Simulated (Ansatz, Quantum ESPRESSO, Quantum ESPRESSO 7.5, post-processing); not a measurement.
# Ballistic transmission: Al(111) with three reversed steps (a thin twin lamella)

Wanted: the transmission near the Fermi level and the conductance of this junction: Al(111) with three reversed steps (a thin twin lamella).

Main program and level: Quantum ESPRESSO 7.5; plane-wave DFT, PBE, GBRV ultrasoft pseudopotentials (cross-check by Ansatz 0.2.0 with PAW datasets).

## (1) The starting structure

The cell holds 21 atoms: 21 Al. Cell: a = 2.857 Å, b = 2.857 Å, c = 48.982 Å, α = 90.0°, β = 90.0°, γ = 60.0°. It derives from Al. Regions: left lead, 9 atoms (9 Al); channel, 3 atoms (3 Al); right lead, 9 atoms (9 Al). The structure is stacked along c, and the current runs across the ab planes.

## (2) SCF with pw.x

One periodic cell holds a stretch of lead, the junction and more lead; the atoms stay as built.

The input, scf.in:

```
&control
  prefix = 'scf'
  outdir = './out'
  pseudo_dir = './pseudo'
  calculation = 'scf'
  tprnfor = .true.
/
&system
  ibrav = 0
  nat = 21
  ntyp = 1
  ecutwfc = 40
  ecutrho = 200
  occupations = 'smearing'
  smearing = 'mv'
  degauss = 0.01
/
&electrons
  conv_thr = 1e-07
  mixing_beta = 0.25
  electron_maxstep = 120
  mixing_mode = 'local-TF'
/
ATOMIC_SPECIES
  Al  26.9815  al_pbe_v1.uspp.F.UPF
CELL_PARAMETERS angstrom
  2.85671139599365 0.00000000000000 0.00000000000000
  1.42835569799683 2.47398464021101 0.00000000000000
  0.00000000000000 0.00000000000000 48.98239683804785
ATOMIC_POSITIONS crystal
  Al  0.000000000000 0.000000000000 0.000000000000
  Al  0.333333333000 0.333333333000 0.047619047619
  Al  0.666666667000 0.666666667000 0.095238095238
  Al  0.000000000000 0.000000000000 0.142857142857
  Al  0.333333333000 0.333333333000 0.190476190476
  Al  0.666666667000 0.666666667000 0.238095238095
  Al  0.000000000000 0.000000000000 0.285714285714
  Al  0.333333333000 0.333333333000 0.333333333333
  Al  0.666666667000 0.666666667000 0.380952380952
  Al  0.333333333000 0.333333333000 0.428571428571
  Al  0.000000000000 0.000000000000 0.476190476190
  Al  0.666666667000 0.666666667000 0.523809523810
  Al  0.000000000000 0.000000000000 0.571428571429
  Al  0.333333333000 0.333333333000 0.619047619048
  Al  0.666666667000 0.666666667000 0.666666666667
  Al  0.000000000000 0.000000000000 0.714285714286
  Al  0.333333333000 0.333333333000 0.761904761905
  Al  0.666666667000 0.666666667000 0.809523809524
  Al  0.000000000000 0.000000000000 0.857142857143
  Al  0.333333333000 0.333333333000 0.904761904762
  Al  0.666666667000 0.666666667000 0.952380952381
K_POINTS automatic
  10 10 1 0 0 0
```

On the command line:

```bash
OMP_NUM_THREADS=1 mpirun -n 2 pw.x -nk 2 -in scf.in > scf.out
```

Then come: transmission with pwcond.x; transmission with pwcond.x, with ewind = 6.0 and epsproj = 1e-07; cross-check with Ansatz; all levels side by side; A check by hand. Settings of the main run: cutoff 40 Ry, smearing, Marzari-Vanderbilt smearing, smearing width 0.01 Ry, SCF threshold 1.00e-7 Ry, gbrv-pbe-1.5 potentials, 10×10×1 k-mesh, mpi ranks 2, pools 2, omp threads 1.

**Question.** What will these runs give for the conductance from T at the Fermi level, a cell (G₀ = 2e²/h)?

The junction conducts 0.887 G₀ a cell at the Fermi level (PBE, GBRV ultrasoft). At the Fermi level the junction passes 78 % of what the leads offer. At the Fermi level pwcond and Ansatz differ by 11 %.

```
conductance from T at the Fermi level, a cell (G₀ = 2e²/h) : 0.887 G₀
conductance per area                                       : 973 S/μm²
lead channels per spin                                     : 1.14
```

The mean rests on 10 distinct points, the heaviest weighing 0.19, and the mesh was not tested, so even the second digit is unsure. Over -0.4 to 0.4 eV, T lies between 0.89 and 1.1 per spin. The geometry is as built, not relaxed, and the leads are short.

[Logs are printed without paths, hosts, clocks, repeated set-up lines and the standing remarks that a program may print on its own settings, such as how far it seeks lower states.]

[Hosts, paths, dates, database ids (printed as entryN), source tags and the programs' standing remarks are cut or masked in the printed files.]

[Maps of the electrostatic potential energy from Ansatz leave out the sawtooth potential of an applied field or a dipole correction, so their vacuum need not be flat; planar profiles and work functions include it.]
